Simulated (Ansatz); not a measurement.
**Where Mo_Si puts its levels in the gap of SiC (P6_3mc)**

Aim: at which Fermi levels does Mo_Si in SiC (P6_3mc) change its charge? The model is a cell of 108 host atoms with 1 Si taken out and 1 Mo put in.

Method: place-levels on r2SCAN runs: charge-transition levels and formation energies with image-charge correction and potential alignment at the atomic sites; PAW set soft_1, in Ansatz 0.2.0.

**What experiment says.**

For SiC, 6H (bulk crystal, literature), “Charge spill-out and work function of few-layer graphene on SiC(0001)” (2018, arxiv:1806.04908) quotes earlier work: band gap (indirect gap, experimental literature value) 3.03 eV [Literature value cited in passing in the theory part; temperature and measurement method …].

Report form: the programs' logs are mostly left out.

### 1. Starting point

The cell holds 108 atoms: 53 Si, 54 C and 1 Mo. Cell: a = 9.236 Å, b = 9.236 Å, c = 15.108 Å, α = 90.0°, β = 90.0°, γ = 120.0°. It derives from SiC (space group P6_3mc). Nearest the centre at fractional (0.667, 0.667, 0.500): Mo101 at 0.00 Å, C71 at 1.89 Å, C107 at 1.89 Å, C59 at 1.89 Å, C104 at 1.89 Å, Si77 at 3.08 Å, Si53 at 3.08 Å, Si5 at 3.08 Å.

Screening for the image-charge correction: ε∞ = (7.09, 7.09, 7.35), ε0 = (10.43, 10.43, 10.95), computed on the host (DFPT, PBEsol, on the r2SCAN cell), and a cell off the functional's own equilibrium shifts the ionic part.

The cell's shortest repeat is 9.2 Å.

### 2. Charge states

A transition level is the Fermi level at which two charge states cost the same, so each charge needs its own total energy, at its own relaxed structure.

Each atom starts 0.05 Å or so off its site in a random direction: a symmetric start keeps its symmetry, and would miss off-centre moves and Jahn–Teller distortions. Forces are taken at one point at (¼, ¼, ¼). The cell holds 1 electron more than the neutral one, with a uniform background that keeps it neutral on the whole. The electron count is odd, so at least one spin is unpaired; this run locks the moment at 1 μB.

The sampling was tested on the host first: at the k-points planned (1x1x1 shifted 0.25 0.25 0.25) its energy lies -0.041 eV an atom from the dense-mesh value, a large miss, so this sampling is coarse for the host.

One state's input; the others differ in charge, spin, start and seed, and in occupations where the table says so.

Contents of qm1_M1.relax/input.yaml:

```yaml
crystal:
  lattice:
    - [9.23599493, 0.0, 0.0]
    - [-4.61799746, 7.99860624, 0.0]
    - [0.0, 0.0, 15.1078644]
  atoms:
    - { symbol: Si, position: [0.11111111, 0.22222222, 0.8329854] }
    - { symbol: Si, position: [0.22222222, 0.11111111, 0.3329854] }
[... 2 atom lines left out ...]
    - { symbol: Si, position: [0.0, 0.0, 0.49972248] }
[... 17 atom lines left out ...]
    - { symbol: C, position: [0.22222222, 0.44444444, 0.54152848] }
[... 5 atom lines left out ...]
    - { symbol: Si, position: [0.0, 0.66666667, 0.49972248] }
[... 20 atom lines left out ...]
    - { symbol: Si, position: [0.55555556, 0.44444444, 0.3329854] }
    - { symbol: Si, position: [0.55555556, 0.44444444, 0.66650102] }
[... 1 atom line left out ...]
    - { symbol: Si, position: [0.33333333, 0.33333333, 0.49972248] }
[... 5 atom lines left out ...]
    - { symbol: C, position: [0.55555556, 0.44444444, 0.54152848] }
[... 2 atom lines left out ...]
    - { symbol: Si, position: [0.55555556, 0.77777778, 0.3329854] }
    - { symbol: Si, position: [0.55555556, 0.77777778, 0.66650102] }
[... 1 atom line left out ...]
    - { symbol: Si, position: [0.33333333, 0.66666667, 0.49972248] }
[... 5 atom lines left out ...]
    - { symbol: C, position: [0.55555556, 0.77777778, 0.54152848] }
[... 5 atom lines left out ...]
    - { symbol: Si, position: [0.66666667, 0.0, 0.49972248] }
[... 5 atom lines left out ...]
    - { symbol: C, position: [0.88888889, 0.11111111, 0.54152848] }
[... 5 atom lines left out ...]
    - { symbol: Si, position: [0.66666667, 0.33333333, 0.49972248] }
[... 5 atom lines left out ...]
    - { symbol: C, position: [0.88888889, 0.44444444, 0.54152848] }
[... 2 atom lines left out ...]
    - { symbol: Si, position: [0.88888889, 0.77777778, 0.3329854] }
    - { symbol: Si, position: [0.88888889, 0.77777778, 0.66650102] }
[... 1 atom line left out ...]
    - { symbol: Mo, position: [0.66666667, 0.66666667, 0.49972248] }
[... 2 atom lines left out ...]
    - { symbol: C, position: [0.66666667, 0.66666667, 0.37436694] }
[... 2 atom lines left out ...]
    - { symbol: C, position: [0.88888889, 0.77777778, 0.54152848] }
    - { symbol: C, position: [0.77777778, 0.88888889, 0.04152848] }
  host:
    repeats: [3, 3, 1]
    atoms:
      - { symbol: Si, position: [0.33333333, 0.66666667, 0.8329854] }
      - { symbol: Si, position: [0.66666667, 0.33333333, 0.3329854] }
      # ... 10 more atoms of the perfect host
total_charge: -1
basis:
  ecutwfc: 500
  xc_grid: 2
hamiltonian:
  xc: r2scan
  pseudopotentials: { kind: paw, azcp: { folder: soft_1 } }
kpoints:
  mp_grid: { grid: [1, 1, 1], shift: [0.25, 0.25, 0.25] }
magnetization:
  spin_polarized: true
  initial_magnetization: 1
  spin_locking: { lock_magnetization: hard }
scf:
  occupations: { method: fixed }
  max_iter: 60
output:
  forces: true
  charged_corrections:
    epsilon: [7.09, 7.09, 7.35]
    static_epsilon: [10.43, 10.43, 10.95]
    defect_position: [0.666667, 0.666667, 0.499722]
relax:
  f_tol: 0.02
  max_steps: 80
  random_displacement: { amplitude: 0.05, seed: 4775 }
checkpoint:
  write: "../qm1_M1.relax.run"
  compress: false
  write_wavefunctions: true
  write_every: 100000
```

Run with:

```bash
$ ansatz run input.yaml --threads 4 --pin off --max-ram 15073MiB --backend cpu --events-out ev --progress --plain --runs-dir out
```

The relaxed structure is kept and the sampling changed to a 2×2×2 shifted mesh.

The run of this state that the levels use, under r2SCAN:

Contents of qm1_M1.point/input.yaml:

```yaml
crystal:
  checkpoint: "../qm1_M1.relax.run"
  host: checkpoint
total_charge: -1
basis:
  ecutwfc: 500
  xc_grid: 2
hamiltonian:
  xc: r2scan
  pseudopotentials: { kind: paw, azcp: { folder: soft_1 } }
kpoints:
  mp_grid: { grid: [2, 2, 2], shift: [0.5, 0.5, 0.5] }
magnetization:
  spin_polarized: true
  initial_magnetization: 1
  spin_locking: { lock_magnetization: hard }
scf:
  occupations: { method: fermi_dirac, width: 0.01 }
  max_iter: 60
output:
  forces: true
  eigenvalues: true
  charged_corrections:
    epsilon: [7.09, 7.09, 7.35]
    static_epsilon: [10.43, 10.43, 10.95]
    defect_position: [0.666667, 0.666667, 0.499722]
  eigenstates: { localisation: true }
  populations: true
  efg: {}
checkpoint:
  read: "../qm1_M1.relax.run"
  write: "../qm1_M1.point.run"
  compress: false
  write_wavefunctions: false
  write_every: 100000
```

Relaxations under r2SCAN at one point at (¼, ¼, ¼); times on 4 threads of Arm Neoverse V1, shared host:

```
charge  moment (μB)  occupations    outcome  steps  largest displacement against the far atoms (Å)     time
    −1            1        fixed  converged      6                                            0.17    8 min
     0            0        fixed  converged      9                                            0.18  5.8 min
     0            2        fixed  converged      6                                            0.16  7.7 min
    +1            1        fixed  converged      7                                            0.12   10 min
```

Single points under r2SCAN at a 2×2×2 shifted mesh; times on 4 threads of Arm Neoverse V1, shared host:

```
charge  moment (μB)  occupations    outcome     time
    −1            1  fermi-dirac  converged  8.6 min
     0            0  fermi-dirac  converged  4.2 min
     0            2  fermi-dirac  converged  8.8 min
    +1            1  fermi-dirac  converged   11 min
```

Distances (Å) from Mo101 to the nearest atoms after relaxation with r2SCAN:

```
charge  moment (μB)      1.      2.      3.      4.       5.       6.
    −1            1  C 2.02  C 2.04  C 2.04  C 2.05  Si 3.08  Si 3.08
     0            0  C 2.01  C 2.01  C 2.01  C 2.01  Si 3.06  Si 3.06
     0            2  C 2.02  C 2.03  C 2.03  C 2.03  Si 3.09  Si 3.09
    +1            1  C 1.98  C 1.98  C 1.99  C 1.99  Si 3.10  Si 3.10
```

### 3. Levels against the band edges, r2SCAN

A charged cell interacts with its images and the background, and its potential has another zero than the host's. place-levels removes the first by a point-charge model, screened by the static dielectric constant since the ions have relaxed around the charge, and the second by comparing potentials at atoms far from the defect.

The host is a run of the defect-free crystal in the same cutoffs, grids and k-points, so that basis and sampling errors cancel in part in the differences. The host is run in a cell of 12 atoms on a matching mesh. Its band edges are searched through the zone by a band path, so the gap is smaller than, or equal to, that on the mesh. Chemical potentials are energies per atom of Si (diamond) and Mo (bcc), run with the same functional and cutoff.

Contents of levels.point.yaml:

```yaml
host:
  run: host.point.run
states: [qm1_M1.point.run, q0.point.run, q0_M2.point.run, qp1_M1.point.run]
geometry_from:
  qm1_M1.point.run: qm1_M1.relax.run
  q0.point.run: q0.relax.run
  q0_M2.point.run: q0_M2.relax.run
  qp1_M1.point.run: qp1_M1.relax.run
  host.point.run: host.relax.run
chemical_potentials:
  Si:
    energy: -639.06578
    dataset: <sha256 of the dataset>
  Mo:
    energy: -4967.627126
    dataset: "<sha256 of the dataset>"
epsilon: [7.09, 7.09, 7.35]
static_epsilon: [10.43, 10.43, 10.95]
vertical:
  - { from: qm1_M1.point.run, to: qm1_M1.point_neutral.run }
  - { from: qp1_M1.point.run, to: qp1_M1.point_neutral.run }
```

Run with:

```bash
$ ansatz place-levels levels.point.yaml -- --threads 4 --pin off --max-ram 15073MiB
```

Elapsed: 0.57 s, on 4 threads of Arm Neoverse V1, shared host.

Levels between the charges placed, in eV above the valence top:

```
        gap (eV)  (+1/0)  (0/−1)
r2SCAN      2.37    0.89    2.42
```

Corrections by state:

```
charge  moment (μB)  image terms and alignment (eV)  band filling (eV)                                  ε used  over the lowest of its charge, as the program ranks them, band filling apart (eV)
    +1          1.0                           0.325                  -  principal values (10.43, 10.43, 10.95)                                                                              0.000
     0          2.0                           0.000                  -                                       -                                                                              0.000
    −1          1.0                          -0.046             -0.188  principal values (10.43, 10.43, 10.95)                                                                              0.000
     0          0.0                           0.000                  -                                       -                                                                              0.825
```

The charged structures listed were also run neutral, and place-levels reads from each pair, by the potential or the spins, how wide the charge is by which they differ; that can be the carrier of either run.

```
charge  rms radius (Å)  spread where it is widest against the cell (Å)  wide from (Å)  reading
    +1             2.2                                            1.34           1.39   narrow
    −1             3.9                                            2.01           1.39     wide
```

The neutral runs of these pairs need not share the spin of the lowest neutral state, and very wide values only mean spread over the cell.

From the program's caveats on the states, each cut to its opening words:

- charge +1 (1 μB), 0 (2 μB), −1 (1 μB): flagged: stability check not made
- charge −1 (1 μB): it parts from the run at its places by a charge that spreads by about 2 Å along one vector (1.4 Å or more is wide), by its potential at epsilon [7.09, 7.09, [...]
- charge −1 (1 μB): a band-filling correction moves a carrier to the host's band edge, which changes its energy by -0.188 eV
- charge −1 (1 μB): the host's ions (past the first shell or, of a walk that freed a part, those that it held) aren't shown at rest: they stand up to 0.031 Å off their sites, 0.99 [...]
- charge −1 (1 μB): its moments are held at its close (magnetization.spin_locking), by a field of 0.020 eV a Bohr magneton, and its energy and levels are of the state that this [...]

Chemical potentials of the elements' reference phases, run alike. Formation energies (elemental references), with the Fermi level at the valence top and at the conduction bottom (gap 2.37 eV):

```
charge  at valence top (eV)  at conduction bottom (eV)  correction included (eV)
    +1                 3.07                       5.44                      0.32
     0                 3.96                       3.96                      0.00
    −1                 6.38                       4.01                     -0.23
```

```json
{"Fermi level (eV)": "0.00", "lowest formation energy (eV)": "3.07"}
{"Fermi level (eV)": "0.22", "lowest formation energy (eV)": "3.28"}
{"Fermi level (eV)": "0.43", "lowest formation energy (eV)": "3.50"}
{"Fermi level (eV)": "0.65", "lowest formation energy (eV)": "3.71"}
{"Fermi level (eV)": "0.86", "lowest formation energy (eV)": "3.93"}
{"Fermi level (eV)": "1.08", "lowest formation energy (eV)": "3.96"}
{"Fermi level (eV)": "1.29", "lowest formation energy (eV)": "3.96"}
{"Fermi level (eV)": "1.51", "lowest formation energy (eV)": "3.96"}
{"Fermi level (eV)": "1.72", "lowest formation energy (eV)": "3.96"}
{"Fermi level (eV)": "1.94", "lowest formation energy (eV)": "3.96"}
{"Fermi level (eV)": "2.15", "lowest formation energy (eV)": "3.96"}
{"Fermi level (eV)": "2.37", "lowest formation energy (eV)": "3.96"}
```

### 4. Effect of the sampling

The relaxations' own energies give the levels at their sampling, for comparison.

Contents of levels.relax_mesh.yaml:

```yaml
host:
  run: host.relax.run
states: [qm1_M1.relax.run, q0.relax.run, q0_M2.relax.run, qp1_M1.relax.run]
chemical_potentials:
  Si:
    energy: -639.06578
    dataset: <sha256 of the dataset>
  Mo:
    energy: -4967.627126
    dataset: "<sha256 of the dataset>"
```

Run with:

```bash
$ ansatz place-levels levels.relax_mesh.yaml -- --threads 4 --pin off --max-ram 15073MiB
```

Run time: 0.19 s. Hardware: 4 threads.

Levels between neighbouring charges, in eV above the valence top:

```
                        gap (eV)  (+1/0)  (0/−1)
one point at (¼, ¼, ¼)      2.38    1.03    2.44
  a 2×2×2 shifted mesh      2.37    0.89    2.42
```

Going from one point at (¼, ¼, ¼) to a 2×2×2 shifted mesh moves the levels that carry no band-filling term by up to 0.14 eV and formation energies against the elements by up to 0.46 eV; band-filling terms, which differ between samplings, are in these energies.

### 5. Summary of results

| Item | Value |
| --- | --- |
| gap of the host | 2.37 eV (r2SCAN) |
| level (plus 1/0) | 0.89 eV above the valence top |
| level (0/minus 1) | 2.42 eV above the valence top, past the conduction bottom (2.61 eV above the valence top without the band-filling term) |
| lowest of the charges placed, just above the valence top (0.02 eV) | +1 |
| lowest of the charges placed, just below the conduction bottom (0.02 eV) | 0 |
| lowest formation energy at mid-gap of the charges run, elemental references | 3.96 eV |

In words: Of the charges placed (−1, 0 and +1), the lowest changes at 0.89 eV (+1/0) above the valence top, in a gap of 2.37 eV. Charges above +1 were not placed, so these runs say nothing of levels that involve them. States placed: +1 at 1 μB; 0 at 2 μB and 0 μB; −1 at 1 μB. Other spin states or structures, where not listed, weren't placed. The program finds carriers beyond a band edge of the host and adds a band-filling term at charge −1 (-0.19 eV); steps to such a charge show no bound level, and a defect level inside a band would be read the same way. Mo is taken at its element; compounds, which aren't counted here, bound the chemical potentials and would shift these formation energies. Going from one point at (¼, ¼, ¼) to a 2×2×2 shifted mesh moves the levels that carry no band-filling term by up to 0.14 eV and formation energies against the elements by up to 0.46 eV; band-filling terms, which differ between samplings, are in these energies. Keep in mind: r2SCAN makes the gap too small and tends to spread out bound carriers; force components of up to 0.46 eV/Å remain in a run at the final settings.

Computed beside measured:

```
                             quantity  measured           r2SCAN
band gap (least gap of the host) (eV)      3.03  2.37 (-0.66 eV)
```

Measured values from arxiv:1806.04908 (2018).

Verdict: The band gap is off by -0.66 eV: a clear miss. Local and semilocal functionals usually give gaps below the measured ones. Zero-point and thermal motion shift the measured gap.

[Logs are printed without paths, hosts, clocks, repeated set-up lines and the standing remarks that a program may print on its own settings, such as how far it seeks lower states.]

[Hosts, paths, dates, database ids (printed as entryN), source tags and the programs' standing remarks are cut or masked in the printed files.]

[Where a table of states has a column of steps, it counts the stored structures, which are thinned; the runs took as many ionic steps or more.]

[A defect's name tells the site on which it was built; relaxed atoms can leave that site.]

[For some hosts the program warned that the k-mesh of the response run may be too coarse for force constants and the static dielectric constant; such warnings are not shown here.]
